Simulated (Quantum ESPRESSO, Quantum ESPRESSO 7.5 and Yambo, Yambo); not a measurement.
**Quasiparticle gap of Te2Mo (P6_3/mmc) in Yambo**

Wanted: ground state, empty states, screening and self-energy for Te2Mo (P6_3/mmc).

Main program and level: Quantum ESPRESSO 7.5 and Yambo 5.3.0; PBE and many-body steps on it, plane waves.

**Experimental background.**

- Gap 0.96 ± 0.02 eV: smallest (indirect) quasiparticle gap from STS band onsets; scanning tunneling spectroscopy; 77 K; bulk crystal (um-thick flakes cleaved in ultrahigh vacuum) (“Surface transport and band gap structure of exfoliated 2H-MoTe2 crystals”, 2014, arxiv:1407.1219).

- Gap 1.06 eV: direct gap at K (A transition); photoreflectance; 295 K; bulk crystal (commercial Bridgman-grown bulk crystal) (“Photoacoustic and modulated reflectance studies of indirect and direct band gap in van der Waals crystals”, 2017, pmc:5684221).

- Gap 0.88 ± 0.05 eV: indirect optical gap from extrapolated square root of absorption; phonon energy not resolved; optical transmission spectroscopy; 300 K; bulk crystal (exfoliated flakes 32 nm to 20 um thick, from chemical vapour transport crystal) (“Surface transport and band gap structure of exfoliated 2H-MoTe2 crystals”, 2014, arxiv:1407.1219).

- Gap 0.94 eV: indirect optical gap from PL (phonon-assisted emission peak); photoluminescence; 300 K; bulk crystal (thick exfoliated flake, about 50 layers or more) (“Direct versus indirect band gap emission and exciton-exciton annihilation in atomically thin molybdenum ditelluride (MoTe2)”, 2016, arxiv:1602.03071).

- Gap 1.03 eV: direct optical gap (A exciton hot luminescence) from PL; photoluminescence; 300 K; bulk crystal (thick exfoliated flake, about 50 layers or more) (“Direct versus indirect band gap emission and exciton-exciton annihilation in atomically thin molybdenum ditelluride (MoTe2)”, 2016, arxiv:1602.03071).

This is a selection; 1 further report is not listed.

## 1. The structure

The structure is hexagonal, space group P6_3/mmc (No. 194). Conventional cell: a = 3.518 Å, b = 3.518 Å, c = 13.974 Å, α = 90.00°, β = 90.00°, γ = 120.00°. Te has 3 Mo at 2.72 Å nearest. Nearest to Mo lie 6 Te at 2.72 Å. Farther neighbours and most contacts between anions are not listed.

The cell and positions come from the Crystallography Open Database and are kept as given unless a step says otherwise. Spin-orbit coupling is left out unless a step names it.

## 2. Ground state

This step: Quantum ESPRESSO 7.5; DFT, PBE, plane waves, norm-conserving pseudopotentials.

The ground-state density comes first.

The input, pw.in:

```
&control
  calculation = 'scf'
  prefix = 'x'
  outdir = 'o'
  pseudo_dir = 'pseudo'
/
&system
  ibrav = 0
  nat = 6
  ntyp = 2
  ecutwfc = 88.0
  nbnd = 69
  force_symmorphic = .true.
/
&electrons
  conv_thr = 1e-10
  electron_maxstep = 80
  mixing_beta = 0.5
/
ATOMIC_SPECIES
  Te 127.6 Te.upf
  Mo 95.95 Mo.upf
CELL_PARAMETERS angstrom
  3.5182000000 -0.0000000000 0.0000000000
  -1.7591000000 3.0468505756 0.0000000000
  0.0000000000 0.0000000000 13.9736000000
ATOMIC_POSITIONS crystal
  Te 0.3333333333 0.6666666667 0.6210000000
  Te 0.6666666667 0.3333333333 0.1210000000
  Te 0.3333333333 0.6666666667 0.8790000000
  Te 0.6666666667 0.3333333333 0.3790000000
  Mo 0.3333333333 0.6666666667 0.2500000000
  Mo 0.6666666667 0.3333333333 0.7500000000
K_POINTS automatic
  6 6 2 0 0 0
```

The run is started by

```console
OMP_NUM_THREADS=1 mpirun -n 8 pw.x -nk 8 -in pw.in > pw.out
```

The program printed:

```text
Program PWSCF v.7.5 starts

     This program is part of the open-source Quantum ESPRESSO suite
     for quantum simulation of materials; please cite
         "P. Giannozzi et al., J. Phys.:Condens. Matter 21 395502 (2009);
         "P. Giannozzi et al., J. Phys.:Condens. Matter 29 465901 (2017);
         "P. Giannozzi et al., J. Chem. Phys. 152 154105 (2020);
     in publications or presentations arising from this work. More details at
     Message from routine setup:
     using ibrav=0 with symmetry is DISCOURAGED, use correct ibrav instead

     G-vector sticks info

     bravais-lattice index     =            0
     lattice parameter (alat)  =       6.6484  a.u.
     unit-cell volume          =    1010.8264 (a.u.)^3
     number of atoms/cell      =            6
     number of atomic types    =            2
     number of electrons       =       124.00
     number of Kohn-Sham states=           69
     kinetic-energy cutoff     =      88.0000  Ry
     charge density cutoff     =     352.0000  Ry
     scf convergence threshold =      1.0E-10
     mixing beta               =       0.5000
     number of iterations used =            8  plain     mixing
     Exchange-correlation= PBE
                           (   1   4   3   4   0   0   0)

     celldm(1)=   6.648434  celldm(2)=   0.000000  celldm(3)=   0.000000
     celldm(4)=   0.000000  celldm(5)=   0.000000  celldm(6)=   0.000000

     crystal axes: (cart. coord. in units of alat)
               a(1) = (   1.000000  -0.000000   0.000000 )
               a(2) = (  -0.500000   0.866025   0.000000 )
               a(3) = (   0.000000   0.000000   3.971804 )

     reciprocal axes: (cart. coord. in units 2 pi/alat)
               b(1) = (  1.000000  0.577350 -0.000000 )
               b(2) = (  0.000000  1.154701 -0.000000 )
               b(3) = ( -0.000000 -0.000000  0.251775 )
     Pseudo is Norm-conserving + core correction, Zval = 24.0
     Generated using ONCVPSP code by D. R. Hamann
     Using radial grid of 1294 points,  8 beta functions with:
     Pseudo is Norm-conserving + core correction, Zval = 14.0
     Generated using ONCVPSP code by D. R. Hamann
     Using radial grid of 1640 points,  6 beta functions with:
     Te               24.00   127.60000     Te( 1.00)
     Mo               14.00    95.95000     Mo( 1.00)

     12 Sym. Ops., with inversion, found

   Cartesian axes

     site n.     atom                  positions (alat units)
         1        Te     tau(   1) = (  -0.0000000   0.5773503   2.4664901  )
         2        Te     tau(   2) = (   0.5000000   0.2886751   0.4805883  )
         3        Te     tau(   3) = (  -0.0000000   0.5773503   3.4912155  )
         4        Te     tau(   4) = (   0.5000000   0.2886751   1.5053136  )
         5        Mo     tau(   5) = (  -0.0000000   0.5773503   0.9929509  )
         6        Mo     tau(   6) = (   0.5000000   0.2886751   2.9788528  )

     number of k points=    14
                       cart. coord. in units 2pi/alat
        k(    1) = (   0.0000000   0.0000000   0.0000000), wk =   0.0277778
        k(    2) = (   0.0000000   0.0000000  -0.1258874), wk =   0.0277778
        k(    3) = (   0.0000000   0.1924501   0.0000000), wk =   0.1666667
        k(    4) = (   0.0000000   0.1924501  -0.1258874), wk =   0.1666667
        k(    5) = (   0.0000000   0.3849002   0.0000000), wk =   0.1666667
        k(    6) = (   0.0000000   0.3849002  -0.1258874), wk =   0.1666667
        k(    7) = (   0.0000000  -0.5773503   0.0000000), wk =   0.0833333
        k(    8) = (   0.0000000  -0.5773503  -0.1258874), wk =   0.0833333
        k(    9) = (   0.1666667   0.2886751   0.0000000), wk =   0.1666667
        k(   10) = (   0.1666667   0.2886751  -0.1258874), wk =   0.1666667
        k(   11) = (   0.1666667   0.4811252   0.0000000), wk =   0.3333333
        k(   12) = (   0.1666667   0.4811252  -0.1258874), wk =   0.3333333
        k(   13) = (   0.3333333   0.5773503   0.0000000), wk =   0.0555556
        k(   14) = (   0.3333333   0.5773503  -0.1258874), wk =   0.0555556

     Dense  grid:   112681 G-vectors     FFT dimensions: (  40,  40, 160)

     Initial potential from superposition of free atoms

     starting charge     123.9963, renormalised to     124.0000
     Starting wfcs are   72 randomized atomic wfcs

     per-process dynamical memory:   129.3 Mb

     Self-consistent Calculation

     iteration #  1     ecut=    88.00 Ry     beta= 0.50

     Threshold (ethr) on eigenvalues was too large:
     Diagonalizing with lowered threshold

     total energy              =   -2525.10329357 Ry
     estimated scf accuracy    <       0.33167784 Ry

     iteration #  2     ecut=    88.00 Ry     beta= 0.50

     total energy              =   -2525.05387068 Ry
     estimated scf accuracy    <       0.71194623 Ry

     iteration #  3     ecut=    88.00 Ry     beta= 0.50

     total energy              =   -2525.17740004 Ry
     estimated scf accuracy    <       0.22848094 Ry

     iteration #  4     ecut=    88.00 Ry     beta= 0.50

     total energy              =   -2525.19737345 Ry
     estimated scf accuracy    <       0.00477739 Ry

     iteration #  5     ecut=    88.00 Ry     beta= 0.50

     total energy              =   -2525.19872585 Ry
     estimated scf accuracy    <       0.00298701 Ry

     iteration #  6     ecut=    88.00 Ry     beta= 0.50

     total energy              =   -2525.19868635 Ry
     estimated scf accuracy    <       0.00150678 Ry

     iteration #  7     ecut=    88.00 Ry     beta= 0.50

     total energy              =   -2525.19877049 Ry
     estimated scf accuracy    <       0.00011984 Ry

     iteration #  8     ecut=    88.00 Ry     beta= 0.50

     total energy              =   -2525.19879267 Ry
     estimated scf accuracy    <       0.00000843 Ry

     iteration #  9     ecut=    88.00 Ry     beta= 0.50

     total energy              =   -2525.19879244 Ry
     estimated scf accuracy    <       0.00000552 Ry

     iteration # 10     ecut=    88.00 Ry     beta= 0.50

     total energy              =   -2525.19879317 Ry
     estimated scf accuracy    <       0.00000024 Ry

     iteration # 11     ecut=    88.00 Ry     beta= 0.50

     total energy              =   -2525.19879321 Ry
     estimated scf accuracy    <       0.00000001 Ry

     iteration # 12     ecut=    88.00 Ry     beta= 0.50

     total energy              =   -2525.19879321 Ry
     estimated scf accuracy    <          1.2E-09 Ry

     iteration # 13     ecut=    88.00 Ry     beta= 0.50

     End of self-consistent calculation

          k = 0.0000 0.0000 0.0000 ( 14059 PWs)   bands (ev):

  -145.4667-145.4667-145.4667-145.4667 -95.5147 -95.5147 -95.5147 -95.5147
   -95.5147 -95.5147 -95.5147 -95.5147 -95.4505 -95.4505 -95.4505 -95.4505
   -46.9271 -46.9271 -22.8215 -22.8215 -22.8206 -22.8206 -22.8094 -22.8094
   -22.8091 -22.8091 -22.7605 -22.7605 -22.7596 -22.7596 -22.7496 -22.7496
   -22.7488 -22.7488 -22.7415 -22.7399 -22.7320 -22.7315 -21.0948 -21.0948
   -20.9409 -20.9409 -20.9409 -20.9409   0.8620   1.1854   1.7148   2.2208
     8.0121   9.3123  10.7937  12.0752  12.0752  12.0908  12.0908  12.8518
    12.8534  12.8534  12.8889  12.8889  13.5761  13.9010  16.8067  16.8067
    16.9399  16.9399  17.0299  17.0299  17.2850

          k = 0.0000 0.0000-0.1259 ( 13986 PWs)   bands (ev):

  -145.4667-145.4667-145.4667-145.4667 -95.5147 -95.5147 -95.5147 -95.5147
   -95.5147 -95.5147 -95.5147 -95.5147 -95.4505 -95.4505 -95.4505 -95.4505
   -46.9271 -46.9271 -22.8207 -22.8207 -22.8207 -22.8207 -22.8090 -22.8090
   -22.8090 -22.8090 -22.7596 -22.7596 -22.7596 -22.7596 -22.7490 -22.7490
[...]
16.8444  16.8444  17.1859  17.1859  17.1859

          k = 0.0000 0.1925 0.0000 ( 14059 PWs)   bands (ev):

  -145.4667-145.4667-145.4667-145.4667 -95.5148 -95.5148 -95.5147 -95.5147
[...]
-22.8042 -22.8040 -22.7626 -22.7615 -22.7612 -22.7607 -22.7566 -22.7555
   -22.7503 -22.7492 -22.7390 -22.7378 -22.7296 -22.7287 -21.0773 -21.0773
   -20.9763 -20.9763 -20.9474 -20.9474   1.2470   1.5632   2.0000   2.4681
     8.4290   9.6947  10.5883  11.2458  11.3239  11.8123  12.3709  12.3917
    12.4119  12.4513  12.6743  12.9134  13.4567  13.6161  15.7065  15.9741
    16.0009  16.2431  16.2896  16.6245  16.9652

          k = 0.0000 0.1925-0.1259 ( 14044 PWs)   bands (ev):

     [... further k-points ...]

     highest occupied, lowest unoccupied level (ev):    13.9010   14.7296

!    total energy              =   -2525.19879321 Ry
     estimated scf accuracy    <          7.6E-11 Ry

     The total energy is the sum of the following terms:
     one-electron contribution =   -1694.77186250 Ry
     hartree contribution      =     821.62262817 Ry
     xc contribution           =    -330.82557030 Ry
     ewald contribution        =   -1321.22398857 Ry

     convergence has been achieved in  13 iterations

     XML data file, charge density, pseudopotentials, collected wavefunctions

=------------------------------------------------------------------------------=
   JOB DONE.
=------------------------------------------------------------------------------=
```

The job ended after 58 s (8 MPI ranks of Arm Neoverse V2, shared host; peak memory 1.7 GiB; 7.2 min of CPU time).

Numbers from this step:

* total energy: -34357.0799 eV
* gap: 0.8285 eV
* k of the valence top: 0, 0, 0
* k of the conduction bottom: 0.1667, 0.1667, 0
* least direct gap: 1.038 eV

The gap is indirect, with the least direct gap 0.21 eV higher.

[end of part 1 of 3]

[Paths, hosts, dates, memory and timing lines, banners, echoed tables and standing remarks are left out of the program output.]

[Logs are printed without paths, hosts, clocks, repeated set-up lines and the standing remarks that a program may print on its own settings, such as how far it seeks lower states.]

[Runs of the session that timed out or met a known fault of the program may be left out.]

[Hosts, paths, dates, database ids (printed as entryN), source tags and the programs' standing remarks are cut or masked in the printed files.]
